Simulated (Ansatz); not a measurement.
# What Ti2NO2 monolayer distorts into, part 2 of 3

Aim: this structure of Ti2NO2 monolayer is to be tested for unstable modes, and one is followed downhill.

Ansatz 0.2.0; DFT PBEsol, scalar-relativistic, plane waves, PAW; PAW set soft_1.

So far, highest frequency on the path or at a solved wavevector (cm⁻¹): step 2 (phonons on a q mesh) 666. Also lowest frequency on the path (cm⁻¹): step 2 -250.

**6. Relaxing from the distorted cell**

Starting from the lowest point found, all atoms and the cell are let go, so that strain and other modes of the same symmetry can join in.

Contents of input.yaml:

```yaml
crystal:
  lattice:
    - [2.9638609372, 0.0, 0.0]
    - [-1.4819304686, 2.5667788649, 0.0]
    - [0.0, 0.0, 32.6]
  atoms:
    - { symbol: "N", position: [0.0, 0.0, 0.3067484663] }
    - { symbol: Ti, position: [0.3645008021, 0.682250401, 0.3451693486] }
    - { symbol: Ti, position: [0.6354991979, 0.317749599, 0.2683275839] }
    - { symbol: O, position: [0.652500942, 0.326250471, 0.3741201157] }
    - { symbol: O, position: [0.347499058, 0.673749529, 0.2393768169] }
  periodic: [true, true, false]
kpoints:
  mp_grid: { grid: [18, 18, 1] }
hamiltonian:
  xc: pbesol
  pseudopotentials: { kind: paw, azcp: { folder: soft_1 }, xc_functional: pbe }
scf:
  occupations: { method: methfessel_paxton, width: 0.2 }
output:
  forces: true
  stress: true
  eigenvalues: true
  write_density: true
  write_potential: true
  elf: true
  volumetric_format: npy
relax:
  adjacent_minimum: "off"
  f_tol: 0.002
  max_steps: 120
  cell: { stress_2d_tol: 0.005 }
```

Launch:

```bash
ansatz run input.yaml --threads 4 --pin off --max-ram 16384MiB --backend cpu --events-out ev --progress --plain --runs-dir out
```

Numbers of over 12 decimals in the logs are rounded to 6 here.

The program printed:

```text
[...]
Crystal: 5 atoms, lattice volume = 248.007 Å³
Basis set: ecut = 420 eV, 4729 PW (Γ), exchange–correlation on 40×40×450 points (8 copies of the dense FFT grid, shifted against one another)
Bands: 26, of which v1, the nominal top of the filled ones, is band 21 counted from 1 (20 counted from 0)
Symmetry: 4 space group operations
[...]
k-points: 91 of 324
[...]
SCF iter   1: F=—  HF=-6461.427457 eV  |F-HF|=—  |Δ(HF+E_count)|=         —  Δρ=9.45e-2  dr2=2.44e1  ethr=3.10e-3  ⟨swp⟩=9.4  Hψ=16367  notcnv=0
[...]
SCF iter  10: F=-6455.459312 eV  HF=-6455.459312 eV  |F-HF|=3.05e-8  |Δ(HF+E_count)|=   3.86e-8  S|Δr|=    0.00e0  Δρ=5.17e-6  dr2=5.45e-8  ethr=2.44e-10  ⟨swp⟩=21.0  Hψ=32383  notcnv=0
SCF 1 converged in 10 iterations: F = -6455.459312 eV  dr2 = 5.45e-8
[...]
relax step   1: F+E_penalty+E_count = -6455.45931165 eV  Δ(F+E_penalty+E_count) = +0.000e0 eV  max|allowed force component| = 1.444e-1 eV/Å  Δτ_max = 0.0000 Å  P = +1.104 N/m  Ω = 248.007 Å³  fix = [c, alpha, beta]  reactions: c +0.000 N/m; beta +0.000 N/m/rad  (10 SCF iters, dr2 threshold 1.00e-7 eV, accepted)
Crystal: 5 atoms, lattice volume = 249.709 Å³
Basis set: ecut = 420 eV, 4753 PW (Γ), exchange–correlation on 40×40×450 points (8 copies of the dense FFT grid, shifted against one another)
[...]
iter 1 solved again at ethr=7.16e-6 eV; its pass at ethr=3.10e-3 eV (dr2=2.94e-3 eV) is discarded
[...]
SCF iter   5: F=-6455.462639 eV  HF=-6455.462638 eV  |F-HF|=7.38e-7  |Δ(HF+E_count)|=   3.05e-6  S|Δr|=    0.00e0  Δρ=6.76e-6  dr2=6.19e-8  ethr=1.22e-9  ⟨swp⟩=20.0  Hψ=28861  notcnv=0
SCF 2 converged in 5 iterations: F = -6455.462639 eV  dr2 = 6.19e-8
relax step   2: F+E_penalty+E_count = -6455.46263878 eV  Δ(F+E_penalty+E_count) = -3.327e-3 eV  max|allowed force component| = 8.505e-2 eV/Å  Δτ_max = 0.0128 Å  P = +0.123 N/m  Ω = 249.709 Å³  energy of the carried Pulay correction = -8.994e-4 eV  fix = [c, alpha, beta]  reactions: c -0.000 N/m; beta +0.000 N/m/rad  (5 SCF iters, dr2 threshold 5.00e-7 eV, accepted)
Crystal: 5 atoms, lattice volume = 249.876 Å³
[...]
SCF iter   5: F=-6455.463028 eV  HF=-6455.463028 eV  |F-HF|=6.22e-7  |Δ(HF+E_count)|=   2.99e-7  S|Δr|=    0.00e0  Δρ=7.72e-6  dr2=8.59e-8  ethr=1.10e-9  ⟨swp⟩=19.3  Hψ=28338  notcnv=0
SCF 3 converged in 5 iterations: F = -6455.463028 eV  dr2 = 8.59e-8
relax step   3: F+E_penalty+E_count = -6455.46302822 eV  Δ(F+E_penalty+E_count) = -3.894e-4 eV  max|allowed force component| = 6.620e-2 eV/Å  Δτ_max = 0.0079 Å  P = -0.132 N/m  Ω = 249.876 Å³  energy of the carried Pulay correction = -9.874e-4 eV  fix = [c, alpha, beta]  reactions: c -0.000 N/m; beta -0.000 N/m/rad  (5 SCF iters, dr2 threshold 4.52e-7 eV, accepted)
[... from here on, the SCF cycles and remarks between the steps are left out ...]
relax step   4: F+E_penalty+E_count = -6455.46333732 eV  Δ(F+E_penalty+E_count) = -3.091e-4 eV  max|allowed force component| = 1.399e-2 eV/Å  Δτ_max = 0.0031 Å  P = -0.018 N/m  Ω = 249.822 Å³  energy of the carried Pulay correction = -9.591e-4 eV  fix = [c, alpha, beta]  reactions: c -0.000 N/m; beta -0.000 N/m/rad  (4 SCF iters, dr2 threshold 2.74e-7 eV, accepted)
relax step   5: F+E_penalty+E_count = -6455.46321234 eV  Δ(F+E_penalty+E_count) = +1.250e-4 eV  max|allowed force component| = 2.916e-2 eV/Å  Δτ_max = 0.0044 Å  P = -0.350 N/m  Ω = 249.947 Å³  energy of the carried Pulay correction = -1.025e-3 eV  fix = [c, alpha, beta]  (6 SCF iters, dr2 threshold 1.22e-8 eV, rejected (line search))
relax step   6: F+E_penalty+E_count = -6455.46346807 eV  Δ(F+E_penalty+E_count) = -1.307e-4 eV  max|allowed force component| = 4.017e-3 eV/Å  Δτ_max = 0.0022 Å  P = -0.042 N/m  Ω = 249.749 Å³  energy of the carried Pulay correction = -9.204e-4 eV  fix = [c, alpha, beta]  reactions: c -0.000 N/m; beta +0.000 N/m/rad  (9 SCF iters, accepted)
relax step   7: F+E_penalty+E_count = -6455.46353699 eV  Δ(F+E_penalty+E_count) = -6.891e-5 eV  max|allowed force component| = 3.334e-4 eV/Å  Δτ_max = 0.0012 Å  P = -0.003 N/m  Ω = 249.643 Å³  energy of the carried Pulay correction = -8.643e-4 eV  fix = [c, alpha, beta]  reactions: c -0.000 N/m; beta +0.000 N/m/rad  (5 SCF iters, dr2 threshold 3.81e-9 eV, accepted)
relax step   8: F+E_penalty+E_count = -6455.46353995 eV  Δ(F+E_penalty+E_count) = -2.966e-6 eV  max|allowed force component| = 1.300e-4 eV/Å  Δτ_max = 0.0001 Å  P = +0.000 N/m  Ω = 249.637 Å³  energy of the carried Pulay correction = -8.614e-4 eV  fix = [c, alpha, beta]  reactions: c -0.000 N/m; beta -0.000 N/m/rad  (5 SCF iters, dr2 threshold 3.03e-11 eV, accepted)
relax step   9: F+E_penalty+E_count = -6455.46446339 eV  Δ(F+E_penalty+E_count) = -9.234e-4 eV  max|allowed force component| = 2.682e-4 eV/Å  Δτ_max = 0.0000 Å  P = +0.024 N/m  Ω = 249.637 Å³  fix = [c, alpha, beta]  reactions: c +0.000 N/m; beta -0.000 N/m/rad  stress off target by 3.08e-2 N/m on what of the cell is left free  SCF on the basis re-selected at this cell (its energy is not comparable with the rows above)  (7 SCF iters)
relax step  10: F+E_penalty+E_count = -6455.46444574 eV  Δ(F+E_penalty+E_count) = +1.764e-5 eV  max|allowed force component| = 6.388e-5 eV/Å  Δτ_max = 0.0002 Å  P = +0.001 N/m  Ω = 249.673 Å³  energy of the carried Pulay correction = -1.859e-5 eV  fix = [c, alpha, beta]  reactions: c +0.000 N/m; beta -0.000 N/m/rad  (4 SCF iters, dr2 threshold 1.14e-9 eV, accepted)
[...]
SCF iter   6: F=-6455.464465 eV  HF=-6455.464465 eV  |F-HF|=9.31e-10  |Δ(HF+E_count)|=   1.65e-8  S|Δr|=    0.00e0  Δρ=1.10e-8  dr2=1.44e-13  ethr=1.00e-12  ⟨swp⟩=8.6  Hψ=13710  notcnv=0
SCF 11 converged in 6 iterations: F = -6455.464465 eV  dr2 = 1.44e-13
relax step  11: F+E_penalty+E_count = -6455.46446451 eV  Δ(F+E_penalty+E_count) = -1.877e-5 eV  max|allowed force component| = 5.749e-5 eV/Å  Δτ_max = 0.0000 Å  P = +0.002 N/m  Ω = 249.673 Å³  fix = [c, alpha, beta]  reactions: c +0.000 N/m; beta -0.000 N/m/rad  stress off target by 2.48e-3 N/m on what of the cell is left free  SCF on the basis re-selected at this cell (its energy is not comparable with the rows above)  (6 SCF iters)
[...]
SCF converged after 6 iterations
[...]
Free energy (F): -6455.464465 eV
[...]
Internal energy: -6455.463507 eV  (E = F + TS)
E sigma→0 (E₀):  -6455.464225 eV
Entropy (-TS):   -0.000957 eV (-0.191 meV/atom)
Fermi energy:    -5.627072 eV
[...]
--- Forces (eV/Å), atoms counted from 1 ---
  atom   1  N      0.00000000     0.00000000     0.00000000
  atom   2  Ti    -0.00003456    -0.00001995     0.00000218
  atom   3  Ti     0.00003456     0.00001995    -0.00000218
  atom   4  O     -0.00002130    -0.00001230    -0.00005749
  atom   5  O      0.00002130     0.00001230     0.00005749
  max |Σ_I F_I| component: 0.00e0 eV/Å
--- 2D stress c σ (N/m, compression-positive) ---
        0.001193      -0.000743      -0.000000
       -0.000743       0.002050       0.000000
       -0.000000       0.000000       0.000000
  P = ½ c Tr σ = 0.0016 N/m
--- Band table (eV; the first three rows and the last of 91) ---
  k-point 0: bands = [... 17 lower, -8.5075, -8.1052, -7.9638, -5.7603, -5.4277, -4.8414, -4.6042, -4.4378, ... 1 higher]
  k-point 1: bands = [... 17 lower, -8.4607, -8.2359, -8.1505, -5.6885, -5.3948, -4.8609, -4.5055, -4.4051, ... 1 higher]
  k-point 2: bands = [... 17 lower, -8.8507, -8.4992, -8.2017, -5.6918, -5.2620, -4.7230, -4.4688, -4.2052, ... 1 higher]
  k-point 90: bands = [... 17 lower, -10.2840, -9.1470, -9.1331, -5.6904, -4.4232, -3.8903, -3.6907, -3.6549, ... 1 higher]
--- Relaxed structure (9 steps of the walk, 8 accepted, 2 SCFs on fresh bases) ---
  F+E_penalty+E_count = -6455.46446451 eV   max|allowed force component| = 5.749e-5 eV/Å   (the final SCF, on the basis selected at the relaxed cell)
  cell:  # Å, volume = 249.6728 Å³
    - [2.968552, -0.00911933, 0]
    - [-1.492174, 2.584520, 0]
    - [0, 0, 32.6]
  atoms:
    - { symbol: N, position: [0, 0, 0.306748] }
    - { symbol: Ti, position: [0.362573, 0.681287, 0.345256] }
    - { symbol: Ti, position: [0.637427, 0.318713, 0.268241] }
    - { symbol: O, position: [0.654226, 0.327113, 0.373820] }
    - { symbol: O, position: [0.345774, 0.672887, 0.239677] }
```

Run time: 2.1 min. Hardware: 4 threads of Arm Neoverse V1, shared host; peak memory 0.88 GiB.

Step by step:

| step | energy less that of the first step (eV) | largest force component (eV/Å) | volume (Å³) |
| --- | --- | --- | --- |
| 1 | 0.0000 | 0.1444 | 248.01 |
| 2 | -0.0033 | 0.0851 | 249.71 |
| 3 | -0.0037 | 0.0662 | 249.88 |
| 4 | -0.0040 | 0.0140 | 249.82 |
| 5 | -0.0039 | 0.0292 | 249.95 |
| 6 | -0.0042 | 0.0040 | 249.75 |
| 7 | -0.0042 | 0.0003 | 249.64 |
| 8 | -0.0042 | 0.0001 | 249.64 |
| 9* | -0.0052 | 0.0003 | 249.64 |
| 10 | -0.0051 | 0.0001 | 249.67 |
| 11* | -0.0052 | 0.0001 | 249.67 |

Relaxation steps marked * repeat the geometry before them on a plane-wave basis chosen anew for their cell, so energy and pressure can jump there. Relaxation step 5 was tried and not accepted.

Forces are held to the 4 operations that the run works with; a distortion that breaks them can't arise in this run.

| cell as run | before | after | change |
| --- | --- | --- | --- |
| a (Å) | 2.964 | 2.969 | +0.2 % |
| b (Å) | 2.964 | 2.984 | +0.7 % |
| γ (°) | 120.00 | 120.18 | +0.1 % |

The atoms that moved most (Å, along periodic axes as changes of fractional coordinates times the final cell, across vacuum about the mean position):

| atom | dx | dy | dz | length |
| --- | --- | --- | --- | --- |
| O4 | 0.004 | 0.002 | -0.010 | 0.011 |
| O5 | -0.004 | -0.002 | 0.010 | 0.011 |
| Ti3 | 0.004 | 0.002 | -0.003 | 0.006 |
| Ti2 | -0.004 | -0.002 | 0.003 | 0.006 |

Final coordinates:

```
N Ti O
1.0
     2.96855   -0.00912    0.00000
    -1.49217    2.58452    0.00000
     0.00000    0.00000   32.60000
N Ti O
1 2 2
Direct
  0.00000 0.00000 0.30675
  0.36257 0.68129 0.34526
  0.63743 0.31871 0.26824
  0.65423 0.32711 0.37382
  0.34577 0.67289 0.23968
```

This step gave:

```yaml
area_per_atom: 1.532 Å²
```

ELF in the ac plane at fractional y = 0.319, with atoms of Ti and O within 0.2 Å of it. It is the smooth field of the valence electrons, not physical close to the nuclei.

Ten even steps from '_' (0.00) to '@' (0.72), each cell a mean:
```
______________________________
______________________________
______________________________
______________________________
______________________________
______________________________
______________________________
______________________________
______________________________
______________________________
______________________________
______________________________
______________________________
______________............____
==..____::++%%@@@@@@@@@@@@@@##
::........::==**####**####**==
**##%%%%##++==--::::::..::--++
..--====::::==%%@@@@@@@@%%++::
==**####**==::..........__..::
______________________________
______________________________
______________________________
______________________________
______________________________
```
Columns run along a (3.0 Å), rows up along c (32.6 Å). Atoms in or near the plane, at fractional coordinates: Ti at (0.64, 0.27), O at (0.65, 0.37).

Electrostatic potential energy in the ac plane at fractional y = 0.319, with atoms of Ti and O within 0.2 Å of it. With pseudopotentials it is smooth inside the atoms' cores, unlike the true potential.

Values in eV, 24 rows by 15 columns, each cell a mean:
```
  0   0   0   0   0   0   0   0   0   0   0   0   0   0   0
  0   0   0   0   0   0   0   0   0   0   0   0   0   0   0
  0   0   0   0   0   0   0   0   0   0   0   0   0   0   0
  0   0   0   0   0   0   0   0   0   0   0   0   0   0   0
  0   0   0   0   0   0   0   0   0   0   0   0   0   0   0
  0   0   0   0   0   0   0   0   0   0   0   0   0   0   0
  0   0   0   0   0   0   0   0   0   0   0   0   0   0   0
  0   0   0   0   0   0   0   0   0   0   0   0   0   0   0
  0   0   0   0   0   0   0   0   0   0   0   0   0   0   0
  0   0   0   0   0   0   0   0   0   0   0   0   0   0   0
  0   0   0   0   0   0   0   0   0   0   0   0   0   0   0
  0   0   0   0   0   0   0   0   0   0   0   0   0   0   0
  0   0   0   0   0   0   0   0   0   0   0   0   0   0   0
  0   0   0   0   0   0   0   0   0   0   0   0   0   0   0
 -2  -2  -2  -2  -2  -2  -4 -12 -17 -18 -19 -18 -15  -8  -3
-11 -14 -16 -17 -15 -12 -11 -15 -18 -19 -19 -18 -16 -11  -9
 -8  -9 -10 -10  -9  -8  -9 -10 -12 -12 -12 -12 -10  -8  -8
-11  -8  -7  -8 -10 -19 -30 -33 -34 -34 -34 -34 -33 -31 -20
 -3  -3  -3  -3  -3  -4  -5  -7  -9 -10 -10  -9  -7  -5  -4
  0   0   0   0   0   0   0   0   0   0   0   0   0   0   0
  0   0   0   0   0   0   0   0   0   0   0   0   0   0   0
  0   0   0   0   0   0   0   0   0   0   0   0   0   0   0
  0   0   0   0   0   0   0   0   0   0   0   0   0   0   0
  0   0   0   0   0   0   0   0   0   0   0   0   0   0   0
```
Columns run along a (3.0 Å; values clipped at the 3rd and 97th percentile), rows up along c (32.6 Å). Atoms in or near the plane, at fractional coordinates: Ti at (0.64, 0.27), O at (0.65, 0.37).

Valence density in the ac plane at fractional y = 0.319, with atoms of Ti and O within 0.2 Å of it. It is the smooth field of the valence electrons, not physical close to the nuclei.

Ten steps, logarithmic in the rise over the least value, from '0' (0.00 × 1e0 e/Å³) to '9' (7.64 × 1e0 e/Å³), each cell a mean:
```
000000000000000
000000000000000
000000000000000
000000000000000
000000000000000
000000000000000
000000000000000
000000000000000
000000000000000
000000000000000
000000000000000
000000000000000
000000000000000
000000000000000
211112457787643
333333456777643
444444333333333
333334689999864
223332222332222
000000000000000
000000000000000
000000000000000
000000000000000
000000000000000
```
Columns run along a (3.0 Å), rows up along c (32.6 Å). Atoms in or near the plane, at fractional coordinates: Ti at (0.64, 0.27), O at (0.65, 0.37).

The distorted start has space group C2/m; the relaxation ends in C2/m.

**7. The new phase in its own primitive cell**

The relaxed structure is symmetrised, reduced to its primitive cell and relaxed tightly, as its phonons need.

Contents of input.yaml:

```yaml
crystal:
  lattice:
    - [2.9685519517, -0.0091193332, 0.0]
    - [-1.4921735501, 2.5845204024, 0.0]
    - [0.0, 0.0, 32.6]
  atoms:
    - { symbol: "N", position: [0.0, 0.0, 0.3067484663] }
    - { symbol: Ti, position: [0.3625731989, 0.6812865995, 0.345256076] }
    - { symbol: Ti, position: [0.6374268011, 0.3187134005, 0.2682408566] }
    - { symbol: O, position: [0.6542263092, 0.3271131546, 0.3738203291] }
    - { symbol: O, position: [0.3457736908, 0.6728868454, 0.2396766035] }
  periodic: [true, true, false]
kpoints:
  mp_grid: { grid: [14, 14, 1] }
hamiltonian:
  xc: pbesol
  pseudopotentials: { kind: paw, azcp: { folder: soft_1 }, xc_functional: pbe }
scf:
  occupations: { method: methfessel_paxton, width: 0.2 }
output:
  forces: true
  stress: true
  eigenvalues: true
relax:
  adjacent_minimum: "off"
  f_tol: 0.001
  max_steps: 60
  cell: { stress_2d_tol: 0.002 }
```

The program printed:

```text
[...]
Crystal: 5 atoms, lattice volume = 249.673 Å³
Basis set: ecut = 420 eV, 4753 PW (Γ), exchange–correlation on 40×40×450 points (8 copies of the dense FFT grid, shifted against one another)
Bands: 26, of which v1, the nominal top of the filled ones, is band 21 counted from 1 (20 counted from 0)
Symmetry: 4 space group operations
[...]
k-points: 57 of 196
[...]
cell:  # Å, volume = 249.6865 Å³
    - [2.968630, -0.0091251, 0]
    - [-1.492218, 2.584597, 0]
    - [0, 0, 32.6]
  atoms:
    - { symbol: N, position: [0, 0, 0.306748] }
    - { symbol: Ti, position: [0.362686, 0.681343, 0.345257] }
    - { symbol: Ti, position: [0.637314, 0.318657, 0.268240] }
    - { symbol: O, position: [0.654063, 0.327032, 0.373819] }
    - { symbol: O, position: [0.345937, 0.672968, 0.239677] }
[key lines of the parts left out:]
SCF converged after 8 iterations
Free energy (F): -6455.464309 eV
Fermi energy:    -5.627362 eV
P = ½ c Tr σ = -0.0007 N/m
```

Run time: 70 s. Hardware: 4 threads; peak memory 0.76 GiB; 4.6 min of CPU time.

(Part 2 of 3 ends here.)

[Logs are printed without paths, hosts, clocks, repeated set-up lines and the standing remarks that a program may print on its own settings, such as how far it seeks lower states.]

[Hosts, paths, dates, database ids (printed as entryN), source tags and the programs' standing remarks are cut or masked in the printed files.]
